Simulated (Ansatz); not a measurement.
# Resistivity from frozen vibrations: Mo(100) with 4 thermally displaced layers, 2x2, part 2 of 2

How much do lattice vibrations at 800 K scatter the electrons of Mo? Layers with random displacements are laid between perfect leads, and the resistance is followed against their length.

Ansatz 0.2.0; Ansatz plane-wave DFT, PBE, PAW files; ballistic transport by layer matching (Landauer), zero bias; PAW set soft_1.

So far, open channels per spin nearest the Fermi level: step 2 (with 4 displaced layers) 6.78.

**3. With 8 displaced layers**

Each atom of 8 layers is moved at random, by amounts drawn from a normal law 0.0777 Å wide in each direction from the Debye model (450 K) at 800 K. A fresh draw is used; the growth of the resistance with length is what counts.

System of this step: Mo(100) with 8 thermally displaced layers, 2x2. The cell holds 72 atoms: 72 Mo. Its edges and angles: a = 6.294 Å, b = 6.294 Å, c = 28.323 Å, α = 90.0°, β = 90.0°, γ = 90.0°. It derives from Mo. Regions: lead, 40 atoms (40 Mo); scattering region, 32 atoms (32 Mo). The structure is stacked along c, and the current runs across the ab planes.

Input file input.yaml:

```yaml
crystal:
  lattice:
    - [6.294, 0.0, 0.0]
    - [0.0, 6.294, 0.0]
    - [0.0, 0.0, 28.323]
  atoms:
    - { symbol: Mo, position: [0.0, 0.0, 0.0277777778] }
    - { symbol: Mo, position: [0.0, 0.5, 0.0277777778] }
    - { symbol: Mo, position: [0.5, 0.0, 0.0277777778] }
    - { symbol: Mo, position: [0.5, 0.5, 0.0277777778] }
    - { symbol: Mo, position: [0.25, 0.25, 0.0833333333] }
    - { symbol: Mo, position: [0.25, 0.75, 0.0833333333] }
    - { symbol: Mo, position: [0.75, 0.25, 0.0833333333] }
    - { symbol: Mo, position: [0.75, 0.75, 0.0833333333] }
    - { symbol: Mo, position: [0.0, 0.0, 0.1388888889] }
    - { symbol: Mo, position: [0.0, 0.5, 0.1388888889] }
    - { symbol: Mo, position: [0.5, 0.0, 0.1388888889] }
    - { symbol: Mo, position: [0.5, 0.5, 0.1388888889] }
    - { symbol: Mo, position: [0.25, 0.25, 0.1944444444] }
    - { symbol: Mo, position: [0.25, 0.75, 0.1944444444] }
    - { symbol: Mo, position: [0.75, 0.25, 0.1944444444] }
    - { symbol: Mo, position: [0.75, 0.75, 0.1944444444] }
    - { symbol: Mo, position: [0.0, 0.0, 0.25] }
    - { symbol: Mo, position: [0.0, 0.5, 0.25] }
    - { symbol: Mo, position: [0.5, 0.0, 0.25] }
    - { symbol: Mo, position: [0.5, 0.5, 0.25] }
    - { symbol: Mo, position: [0.2722543199, 0.2662445457, 0.3065365483] }
    - { symbol: Mo, position: [0.2350744955, 0.7499449812, 0.3073575489] }
    - { symbol: Mo, position: [0.734085783, 0.2548806631, 0.3067355115] }
    - { symbol: Mo, position: [0.7585977229, 0.7353734291, 0.3037392126] }
    - { symbol: Mo, position: [0.9946090244, 0.9855502653, 0.3658855955] }
    - { symbol: Mo, position: [0.9938743659, 0.5040635289, 0.3604013414] }
    - { symbol: Mo, position: [0.5195595193, 0.0163094844, 0.3628496348] }
    - { symbol: Mo, position: [0.4727816026, 0.5006426771, 0.3629877981] }
    - { symbol: Mo, position: [0.2624012265, 0.2423674318, 0.4216680036] }
    - { symbol: Mo, position: [0.2336896511, 0.7418286127, 0.4192333357] }
    - { symbol: Mo, position: [0.7506059369, 0.2747341378, 0.4171841431] }
    - { symbol: Mo, position: [0.7421786017, 0.7453362253, 0.413671521] }
    - { symbol: Mo, position: [0.9842177215, 0.0077870268, 0.4738174955] }
    - { symbol: Mo, position: [0.0159907685, 0.4906788889, 0.4768587441] }
    - { symbol: Mo, position: [0.4964501031, 0.0194475507, 0.4710342451] }
    - { symbol: Mo, position: [0.4909150956, 0.5030854218, 0.4750535133] }
    - { symbol: Mo, position: [0.2519888373, 0.242767377, 0.5240961917] }
    - { symbol: Mo, position: [0.2326880131, 0.7562092853, 0.5304944943] }
    - { symbol: Mo, position: [0.7479705852, 0.2367291316, 0.5301742381] }
    - { symbol: Mo, position: [0.7341842002, 0.7411919747, 0.5294824431] }
    - { symbol: Mo, position: [0.9722055993, 0.0047725501, 0.5817367561] }
    - { symbol: Mo, position: [0.0013498547, 0.4990649126, 0.583888128] }
    - { symbol: Mo, position: [0.5085746144, 0.9906323954, 0.5872338633] }
    - { symbol: Mo, position: [0.5089689225, 0.5104220322, 0.5865308311] }
    - { symbol: Mo, position: [0.2597285197, 0.2604263063, 0.6390963899] }
    - { symbol: Mo, position: [0.2323760728, 0.7483318835, 0.6367766068] }
    - { symbol: Mo, position: [0.7324258783, 0.2531924843, 0.6373282469] }
    - { symbol: Mo, position: [0.7372795549, 0.7371165461, 0.6396256814] }
    - { symbol: Mo, position: [0.0044304206, 0.0163353808, 0.6944062493] }
    - { symbol: Mo, position: [0.0128691089, 0.5173211846, 0.6976015959] }
    - { symbol: Mo, position: [0.4707830756, 0.01517706, 0.6953766857] }
    - { symbol: Mo, position: [0.5052345475, 0.5045855095, 0.6954950952] }
    - { symbol: Mo, position: [0.25, 0.25, 0.75] }
    - { symbol: Mo, position: [0.25, 0.75, 0.75] }
    - { symbol: Mo, position: [0.75, 0.25, 0.75] }
    - { symbol: Mo, position: [0.75, 0.75, 0.75] }
    - { symbol: Mo, position: [0.0, 0.0, 0.8055555556] }
    - { symbol: Mo, position: [0.0, 0.5, 0.8055555556] }
    - { symbol: Mo, position: [0.5, 0.0, 0.8055555556] }
    - { symbol: Mo, position: [0.5, 0.5, 0.8055555556] }
    - { symbol: Mo, position: [0.25, 0.25, 0.8611111111] }
    - { symbol: Mo, position: [0.25, 0.75, 0.8611111111] }
    - { symbol: Mo, position: [0.75, 0.25, 0.8611111111] }
    - { symbol: Mo, position: [0.75, 0.75, 0.8611111111] }
    - { symbol: Mo, position: [0.0, 0.0, 0.9166666667] }
    - { symbol: Mo, position: [0.0, 0.5, 0.9166666667] }
    - { symbol: Mo, position: [0.5, 0.0, 0.9166666667] }
    - { symbol: Mo, position: [0.5, 0.5, 0.9166666667] }
    - { symbol: Mo, position: [0.25, 0.25, 0.9722222222] }
    - { symbol: Mo, position: [0.25, 0.75, 0.9722222222] }
    - { symbol: Mo, position: [0.75, 0.25, 0.9722222222] }
    - { symbol: Mo, position: [0.75, 0.75, 0.9722222222] }
kpoints:
  mp_grid: { grid: [4, 4, 1] }
hamiltonian:
  xc: pbe
  pseudopotentials: { kind: paw, azcp: { folder: soft_1 } }
scf:
  occupations: { method: fermi_dirac, width: 0.1 }
output:
  transmission: { leads: [[0, 4]], kmesh: [8, 8], e_range: [-0.05, 0.05], de: 0.05 }
  write_potential: true
  write_density: true
  volumetric_format: npy
```

Command:

```sh
$ ansatz run input.yaml --threads 8 --pin off --max-ram 15360MiB --backend cpu --events-out ev --progress --plain --runs-dir out
```

Numbers of over 12 decimals in the logs are rounded to 6 here.

Log:

```text
[...]
Crystal: 72 atoms, lattice volume = 1122.000 Å³
Basis set: ecut = 420 eV, 21955 PW (Γ)
Bands: 605, of which v1, the nominal top of the filled ones, is band 504 counted from 1 (503 counted from 0)
Symmetry: 1 space group operations
[...]
k-points: 10 of 16 (time reversal used)
[...]
SCF iter   1: F=—  HF=-356876.348367 eV  |F-HF|=—  |Δ(HF+E_count)|=         —  Δρ=1.05e-1  dr2=1.29e2  ethr=3.10e-3  ⟨swp⟩=4.4  Hψ=21646  notcnv=0
[...]
SCF iter   8: F=-356832.717604 eV  HF=-356832.717604 eV  |F-HF|=6.79e-8  |Δ(HF+E_count)|=   1.58e-7  Δρ=1.47e-6  dr2=8.15e-8  ethr=9.92e-12  ⟨swp⟩=6.7  Hψ=17785  notcnv=0
SCF 1 converged in 8 iterations: F = -356832.717604 eV  dr2 = 8.15e-8
[...]
transmission: 196 of 1904 steps passed
transmission: 384 of 1904 steps passed
[...]
transmission: 1904 of 1904 steps passed
SCF converged after 8 iterations
Free energy (F): -356832.717604 eV
[...]
Internal energy: -356831.048395 eV  (E = F + TS)
E sigma→0 (E₀):  -356831.883000 eV
Entropy (-TS):   -1.669209 eV (-23.183 meV/atom)
Fermi energy:    21.101394 eV
[...]
--- Band table (eV; the first three rows and the last of 10) ---
  k-point 0: bands = [... 500 lower, 20.9648, 20.9838, 21.0019, 21.0096, 21.0453, 21.0604, 21.1046, 21.1226, ... 97 higher]
  k-point 1: bands = [... 500 lower, 21.0541, 21.0721, 21.0825, 21.1042, 21.1157, 21.1446, 21.1534, 21.1879, ... 97 higher]
  k-point 2: bands = [... 500 lower, 20.9367, 20.9804, 21.0525, 21.0792, 21.1970, 21.2075, 21.2251, 21.2727, ... 97 higher]
  k-point 9: bands = [... 500 lower, 20.3047, 20.3325, 20.4578, 20.5212, 21.3454, 21.3840, 21.4389, 21.4669, ... 97 higher]
--- Transmission ---
  basis      : 349 plane waves across, 56 finite elements along
  points     : 34, standing for a mesh of 8 x 8
[...]
channels       : 6.593750e0 a spin
[...]
slowest decay  : 0.0413 /Å at (0.3750, 0.5000)
  junction   : crystal 0 to crystal 0, 0.70 to 27.45 Å
    transmission   : 4.770379e0 a spin
[...]
```

It took 17 min on 8 threads of Arm Neoverse N1, shared host; peak memory 8.1 GiB.

This step gave:

```yaml
free_energy: -356832.7176 eV
energy_at_zero_smearing: -356831.8830 eV
fermi_energy: 21.10 eV
transmission_per_spin_nearest_the_fermi_level: 4.770
open_channels_per_spin_nearest_the_fermi_level: 6.594
```

Per spin. Transmission, zone mean against energy, zero at the Fermi level:

| energy (eV) | transmission, zone mean |
| --- | --- |
| -0.0500 | 4.83 |
| 0.0000 | 4.77 |
| 0.0500 | 4.74 |

Over the solved energies the transmission per spin lies between 4.74 and 4.83, out of 6.64 channels of the lead on average (up to 6.66).

**4. With 12 displaced layers**

Each atom of 12 layers is moved at random, by amounts drawn from a normal law 0.0777 Å wide in each direction from the Debye model (450 K) at 800 K. A fresh draw is used; the growth of the resistance with length is what counts.

System of this step: Mo(100) with 12 thermally displaced layers, 2x2. The cell holds 88 atoms: 88 Mo. Cell: a = 6.294 Å, b = 6.294 Å, c = 34.617 Å, α = 90.0°, β = 90.0°, γ = 90.0°. It derives from Mo. Regions: lead, 40 atoms (40 Mo); scattering region, 48 atoms (48 Mo). The structure is stacked along c, and the current runs across the ab planes.

Input file input.yaml:

```yaml
crystal:
  lattice:
    - [6.294, 0.0, 0.0]
    - [0.0, 6.294, 0.0]
    - [0.0, 0.0, 34.617]
  atoms:
    - { symbol: Mo, position: [0.0, 0.0, 0.0227272727] }
    - { symbol: Mo, position: [0.0, 0.5, 0.0227272727] }
    - { symbol: Mo, position: [0.5, 0.0, 0.0227272727] }
    - { symbol: Mo, position: [0.5, 0.5, 0.0227272727] }
    - { symbol: Mo, position: [0.25, 0.25, 0.0681818182] }
    - { symbol: Mo, position: [0.25, 0.75, 0.0681818182] }
    - { symbol: Mo, position: [0.75, 0.25, 0.0681818182] }
    - { symbol: Mo, position: [0.75, 0.75, 0.0681818182] }
    - { symbol: Mo, position: [0.0, 0.0, 0.1136363636] }
    - { symbol: Mo, position: [0.0, 0.5, 0.1136363636] }
    - { symbol: Mo, position: [0.5, 0.0, 0.1136363636] }
    - { symbol: Mo, position: [0.5, 0.5, 0.1136363636] }
    - { symbol: Mo, position: [0.25, 0.25, 0.1590909091] }
    - { symbol: Mo, position: [0.25, 0.75, 0.1590909091] }
    - { symbol: Mo, position: [0.75, 0.25, 0.1590909091] }
    - { symbol: Mo, position: [0.75, 0.75, 0.1590909091] }
    - { symbol: Mo, position: [0.0, 0.0, 0.2045454545] }
    - { symbol: Mo, position: [0.0, 0.5, 0.2045454545] }
    - { symbol: Mo, position: [0.5, 0.0, 0.2045454545] }
    - { symbol: Mo, position: [0.5, 0.5, 0.2045454545] }
    - { symbol: Mo, position: [0.2539454977, 0.245566598, 0.2457291719] }
    - { symbol: Mo, position: [0.2486546535, 0.7400720695, 0.252425908] }
    - { symbol: Mo, position: [0.7464330718, 0.251031112, 0.2480918944] }
    - { symbol: Mo, position: [0.7436926422, 0.7498575403, 0.2466640386] }
    - { symbol: Mo, position: [0.0037141503, 0.9986897646, 0.2927915714] }
    - { symbol: Mo, position: [0.9703763274, 0.5063373698, 0.29478621] }
    - { symbol: Mo, position: [0.4934531813, 0.9970829491, 0.2995341166] }
    - { symbol: Mo, position: [0.4993848439, 0.5010699464, 0.2921147712] }
    - { symbol: Mo, position: [0.2703484131, 0.2613330794, 0.3433052893] }
    - { symbol: Mo, position: [0.2505888675, 0.7613227876, 0.3417421897] }
    - { symbol: Mo, position: [0.7575742905, 0.2481200681, 0.3375989283] }
    - { symbol: Mo, position: [0.7627087093, 0.7260988136, 0.340370224] }
    - { symbol: Mo, position: [0.9974736785, 0.9871182871, 0.387740632] }
    - { symbol: Mo, position: [0.997525469, 0.4946036749, 0.387531134] }
    - { symbol: Mo, position: [0.4941131565, 0.0171570862, 0.3871529592] }
    - { symbol: Mo, position: [0.4941409005, 0.4759838714, 0.383426591] }
    - { symbol: Mo, position: [0.2634248512, 0.2493749238, 0.4311823194] }
    - { symbol: Mo, position: [0.2702979237, 0.734156342, 0.4305028698] }
    - { symbol: Mo, position: [0.744162459, 0.2572426093, 0.4303279672] }
    - { symbol: Mo, position: [0.7424228836, 0.730172726, 0.4334562067] }
    - { symbol: Mo, position: [0.0099576687, 0.9941156553, 0.4776395678] }
    - { symbol: Mo, position: [0.9840328577, 0.4941720262, 0.4803674277] }
    - { symbol: Mo, position: [0.5016765857, 0.0285382843, 0.4755047937] }
    - { symbol: Mo, position: [0.5071678425, 0.4975850549, 0.4785434813] }
    - { symbol: Mo, position: [0.2499109232, 0.2430679171, 0.5207787172] }
    - { symbol: Mo, position: [0.287872581, 0.7490446112, 0.5181981124] }
    - { symbol: Mo, position: [0.7419882959, 0.2583753447, 0.5216043182] }
    - { symbol: Mo, position: [0.7668046287, 0.7623819161, 0.5223851398] }
    - { symbol: Mo, position: [0.9941670508, 0.9875884046, 0.5666097834] }
    - { symbol: Mo, position: [0.9818033066, 0.5148770546, 0.5717543274] }
    - { symbol: Mo, position: [0.4844838158, 0.9854035069, 0.5642099682] }
    - { symbol: Mo, position: [0.4880941911, 0.4616296209, 0.5656164067] }
    - { symbol: Mo, position: [0.2660198777, 0.245730152, 0.6155556498] }
    - { symbol: Mo, position: [0.2439601114, 0.7717482765, 0.6140837816] }
    - { symbol: Mo, position: [0.7452813962, 0.2815282868, 0.6129076416] }
    - { symbol: Mo, position: [0.7349150926, 0.7524940513, 0.6135491451] }
    - { symbol: Mo, position: [0.0131715522, 0.9886157087, 0.6608981997] }
    - { symbol: Mo, position: [0.0105333981, 0.4917525316, 0.6594575341] }
    - { symbol: Mo, position: [0.4897383093, 0.0289761062, 0.6575095023] }
    - { symbol: Mo, position: [0.4944034922, 0.4868344576, 0.6583135653] }
    - { symbol: Mo, position: [0.2499274176, 0.2594839556, 0.7031743801] }
    - { symbol: Mo, position: [0.2477052658, 0.7325031098, 0.7026872157] }
    - { symbol: Mo, position: [0.7840405396, 0.2628617399, 0.7027904767] }
    - { symbol: Mo, position: [0.7334800788, 0.737949316, 0.7044967397] }
    - { symbol: Mo, position: [0.0004289678, 0.9908054405, 0.7471105194] }
    - { symbol: Mo, position: [0.0175696346, 0.5055793506, 0.7491587684] }
    - { symbol: Mo, position: [0.4972743283, 0.9934590852, 0.7434060199] }
    - { symbol: Mo, position: [0.5014286887, 0.4867763229, 0.7477481001] }
    - { symbol: Mo, position: [0.25, 0.25, 0.7954545455] }
    - { symbol: Mo, position: [0.25, 0.75, 0.7954545455] }
    - { symbol: Mo, position: [0.75, 0.25, 0.7954545455] }
    - { symbol: Mo, position: [0.75, 0.75, 0.7954545455] }
    - { symbol: Mo, position: [0.0, 0.0, 0.8409090909] }
    - { symbol: Mo, position: [0.0, 0.5, 0.8409090909] }
    - { symbol: Mo, position: [0.5, 0.0, 0.8409090909] }
    - { symbol: Mo, position: [0.5, 0.5, 0.8409090909] }
    - { symbol: Mo, position: [0.25, 0.25, 0.8863636364] }
    - { symbol: Mo, position: [0.25, 0.75, 0.8863636364] }
    - { symbol: Mo, position: [0.75, 0.25, 0.8863636364] }
    - { symbol: Mo, position: [0.75, 0.75, 0.8863636364] }
    - { symbol: Mo, position: [0.0, 0.0, 0.9318181818] }
    - { symbol: Mo, position: [0.0, 0.5, 0.9318181818] }
    - { symbol: Mo, position: [0.5, 0.0, 0.9318181818] }
    - { symbol: Mo, position: [0.5, 0.5, 0.9318181818] }
    - { symbol: Mo, position: [0.25, 0.25, 0.9772727273] }
    - { symbol: Mo, position: [0.25, 0.75, 0.9772727273] }
    - { symbol: Mo, position: [0.75, 0.25, 0.9772727273] }
    - { symbol: Mo, position: [0.75, 0.75, 0.9772727273] }
kpoints:
  mp_grid: { grid: [4, 4, 1] }
hamiltonian:
  xc: pbe
  pseudopotentials: { kind: paw, azcp: { folder: soft_1 } }
scf:
  occupations: { method: fermi_dirac, width: 0.1 }
output:
  transmission: { leads: [[0, 4]], kmesh: [8, 8], e_range: [-0.05, 0.05], de: 0.05 }
  write_potential: true
  write_density: true
  volumetric_format: npy
```

Log:

```text
[...]
Crystal: 88 atoms, lattice volume = 1371.333 Å³
Basis set: ecut = 420 eV, 26839 PW (Γ)
Bands: 740, of which v1, the nominal top of the filled ones, is band 616 counted from 1 (615 counted from 0)
Symmetry: 1 space group operations
[...]
k-points: 10 of 16 (time reversal used)
[...]
SCF iter   1: F=—  HF=-436179.674479 eV  |F-HF|=—  |Δ(HF+E_count)|=         —  Δρ=1.05e-1  dr2=1.68e2  ethr=3.10e-3  ⟨swp⟩=4.5  Hψ=23775  notcnv=0
[...]
SCF iter   9: F=-436126.640189 eV  HF=-436126.640189 eV  |F-HF|=2.04e-9  |Δ(HF+E_count)|=   6.34e-9  Δρ=3.88e-7  dr2=3.20e-9  ethr=8.12e-12  ⟨swp⟩=6.8  Hψ=16500  notcnv=0
SCF 1 converged in 9 iterations: F = -436126.640189 eV  dr2 = 3.20e-9
[...]
transmission: 240 of 2346 steps passed
transmission: 474 of 2346 steps passed
[...]
transmission: 2346 of 2346 steps passed
SCF converged after 9 iterations
Free energy (F): -436126.640189 eV
[...]
Internal energy: -436124.472465 eV  (E = F + TS)
E sigma→0 (E₀):  -436125.556327 eV
Entropy (-TS):   -2.167724 eV (-24.633 meV/atom)
Fermi energy:    21.110659 eV
[...]
--- Band table (eV; the first three rows and the last of 10) ---
  k-point 0: bands = [... 612 lower, 21.1154, 21.1285, 21.1526, 21.1875, 21.2178, 21.2270, 21.2862, 21.3223, ... 120 higher]
  k-point 1: bands = [... 612 lower, 21.0690, 21.0857, 21.0989, 21.1151, 21.1232, 21.1446, 21.1645, 21.1786, ... 120 higher]
  k-point 2: bands = [... 612 lower, 20.9432, 21.0248, 21.0590, 21.0798, 21.1294, 21.1536, 21.1700, 21.1972, ... 120 higher]
  k-point 9: bands = [... 612 lower, 20.2607, 20.3862, 20.4018, 20.5982, 21.2624, 21.3264, 21.4043, 21.4397, ... 120 higher]
--- Transmission ---
  basis      : 349 plane waves across, 69 finite elements along
  points     : 34, standing for a mesh of 8 x 8
[...]
channels       : 6.593750e0 a spin
[...]
slowest decay  : 0.0459 /Å at (0.3750, 0.5000)
  junction   : crystal 0 to crystal 0, 0.70 to 33.74 Å
    transmission   : 3.617663e0 a spin
[...]
```

Wall time 24 min (8 threads); peak memory 8.2 GiB; 3 h of CPU time.

This step gave:

```
free energy                                   : -436126.6402 eV
energy at zero smearing                       : -436125.5563 eV
Fermi energy                                  : 21.11 eV
transmission per spin nearest the Fermi level : 3.618
step of the lead's potential                  : 6.2 meV
```

Per spin. Table of transmission, zone mean by energy, zero at the Fermi level:

| energy (eV) | transmission, zone mean |
| --- | --- |
| -0.0500 | 3.55 |
| 0.0000 | 3.62 |
| 0.0500 | 3.68 |

Over the solved energies the transmission per spin lies between 3.55 and 3.68, out of 6.59 channels of the lead on average (up to 6.78).

**5. The fit**

This step: Ansatz plane-wave DFT, PBE, PAW files; ballistic transport by layer matching (Landauer), zero bias; resistivity from the slope of the area resistance; PAW set soft_1 (Ansatz 0.2.0).

Numbers from this step:

```yaml
resistivity: 38.35 µΩ cm
intercept: -0.1182 fΩ m²
scatter_about_the_fit: 0.04594 fΩ m²
```

Resistance, by row:

| run | length (Å) | T | channels N | RA (fΩ m²) |
| --- | --- | --- | --- | --- |
| n4 | 6.294 | 5.592 | 6.74 | 0.1557 |
| n8 | 12.59 | 4.778 | 6.635 | 0.2996 |
| n12 | 18.88 | 3.616 | 6.594 | 0.6385 |

Table of area resistance by length of the displaced region:

| length of the displaced region (Å) | area resistance (fΩ m²) |
| --- | --- |
| 6.29 | 0.156 |
| 12.59 | 0.300 |
| 18.88 | 0.638 |

The area resistance goes from 0.16 to 0.64 fΩ m² between 6.3 and 18.9 Å, a slope of 38 µΩ cm.

By hand from the end points: (0.6385 − 0.1557) fΩ m² / (18.88 − 6.29) Å = 38 µΩ cm, since 1 fΩ m² per Å is 1000 µΩ cm.

**6. What came out**

- resistivity from the slope: 38.4 µΩ cm
- area resistance over 6.29 Å: 0.156 fΩ m²
- area resistance over 12.6 Å: 0.300 fΩ m²
- area resistance over 18.9 Å: 0.638 fΩ m²

In words: The slope gives 38 µΩ cm. The points scatter by 0.046 fΩ m² about the line, with one random draw a length in a 2x2 cell, so the slope is a rough value. The mean square of the displacements drawn is 0.78, 0.99 and 1.2 of the nominal one at the three lengths; with each resistance scaled back by that, the slope is 27 µΩ cm, the value used below. The lead's own channel count moves between the runs (6.74, 6.64 and 6.59), which shifts RA and the slope too. Read with a model of isotropic scattering on a spherical Fermi surface and the lead's 1.3×10¹⁵ S/m², this slope means a mean free path near 22 Å; over these lengths the model's slope is 1.05 times its bulk resistivity, which would be 26 µΩ cm. Uncorrelated displacements put too much weight on short waves, which scatter strongly; with the sideways repeat of a small cell, one draw and three short lengths, the method is good to a factor of two or three.

[Logs are printed without paths, hosts, clocks, repeated set-up lines and the standing remarks that a program may print on its own settings, such as how far it seeks lower states.]

[Hosts, paths, dates, database ids (printed as entryN), source tags and the programs' standing remarks are cut or masked in the printed files.]
